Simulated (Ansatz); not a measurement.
The crystal is P2Ir (P2_1/c).

```xyz
12
Lattice="5.7723 0.0000 0.0000 0.0000 5.8067 0.0000 -2.1285 0.0000 5.4731" Properties=species:S:1:pos:R:3 pbc="T T T"
P    -0.9403    5.1209    4.7632
P     3.5199    2.2175    3.4465
P     4.5842    0.6859    0.7099
P     0.1239    3.5892    2.0266
P     1.5285    2.1903    1.0319
P     3.1796    5.0937    1.7046
P     2.1153    3.6164    4.4412
P     0.4643    0.7130    3.7685
Ir   -0.1156    2.8966    4.3324
Ir    2.6952    5.7999    3.8773
Ir    3.7594    2.9102    1.1407
Ir    0.9487    0.0068    1.5959
```

The cell and positions are those that the Materials Project relaxed with its own functionals (PBE, PBE+U or r2SCAN), kept fixed. At the settings of the band run the largest force is still 0.26 eV/Å. Spin-orbit coupling is left out unless a run names it. PAW set soft_2, made with PBE.

Gaps computed with Ansatz 0.2.0 without a self-energy: LDA 0.62 eV, LDA+SOC 0.61 eV and HSE06 1.13 eV. The mean ε∞ by LDA perturbation theory is 16.77.

Q: What gap should G0W0 on LDA give (4×2×4 mesh, 843 empty bands, screening to 160 eV, default PAW files)?

About 1.15 eV: on its mesh the run moves the gap from 0.61 eV by +0.54 eV. Among the scalar-relativistic levels given, HSE06 is nearest (−0.02 eV). One-shot corrections scale roughly with one over ε∞, here 0.06. Bands and cutoff are finite, so the gap is not at the basis limit. The miss can reach some tenths of an eV and take either sign; the mesh is an error of its own. The 4×2×4 mesh is coarse for this cell (its supercell is 12 Å along the shortest edge). The RPA ε∞ on it, from the LDA start, is 15.78, 17.46 and 18.80; such meshes misread the long-range screening, most where the gap is narrow. The runs have no spin polarisation. For a closed low-spin shell that is the natural state; where a d or f shell is open it is a constraint, and the gap is then not the crystal's own. With d states at the gap, one-shot GW leans hard on its start. The many-body steps are scalar-relativistic: spin-orbit coupling is not in them.

[Paths, hosts, dates, memory and timing lines, banners, echoed tables and standing remarks are left out of the program output.]

[Logs are printed without paths, hosts, clocks, repeated set-up lines and the standing remarks that a program may print on its own settings, such as how far it seeks lower states.]

[Runs of the session that timed out or met a known fault of the program may be left out.]

[Cells called generated may have been cut or substituted from an entry of the Crystallography Open Database or the Materials Project.]

[Hosts, paths, dates, database ids (printed as entryN), source tags and the programs' standing remarks are cut or masked in the printed files.]
